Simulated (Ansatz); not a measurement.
An input for Ansatz 0.2.0 (GaAs (F-43m)):

```yaml
crystal:
  lattice:
    - [0.0, 2.8722361193, 2.8722361193]
    - [2.8722361193, 0.0, 2.8722361193]
    - [2.8722361193, 2.8722361193, 0.0]
  atoms:
    - { symbol: Ga, position: [0.0, 0.0, 0.0] }
    - { symbol: As, position: [0.25, 0.25, 0.25] }
kpoints:
  mp_grid: { grid: [6, 6, 6] }
hamiltonian:
  xc: pbe
  pseudopotentials: { kind: paw, azcp: { folder: "./paw" } }
scf:
  occupations: { method: fixed }
gw:
  n_empty_bands: 141
  ecut_chi: 120
  qp_bands: [v2, c2]
  qp_kpoints: band_edges
  screening: { model: contour_deformation }
```

```sh
ansatz run input.yaml --threads 3 --pin off --max-ram 92160MiB --backend cuda --events-out ev --progress --plain --runs-dir out --devices 1 --max-vram 13GiB
```

Q: Estimate wall time and host memory on 1 × NVIDIA H100 80GB HBM3 (shared by 6 runs) with 3 threads of AMD EPYC 7R13 (Zen 3), shared host.

It took 25 s; on shared hardware allow 13 s to 51 s. Peak host memory was 1.2 GiB. The sizes that set the cost: 941 plane waves a state, 16 irreducible k points, 155 bands summed, 137 plane waves in the screening and 7 SCF cycles.

The screening grows as filled bands × empty bands × pairs of k points, times the square of the screening basis for the matrix.

[Paths, hosts, dates, memory and timing lines, banners, echoed tables and standing remarks are left out of the program output.]

[Logs are printed without paths, hosts, clocks, repeated set-up lines and the standing remarks that a program may print on its own settings, such as how far it seeks lower states.]

[Runs of the session that timed out or met a known fault of the program may be left out.]

[Cells called generated may have been cut or substituted from an entry of the Crystallography Open Database or the Materials Project.]

[Hosts, paths, dates, database ids (printed as entryN), source tags and the programs' standing remarks are cut or masked in the printed files.]
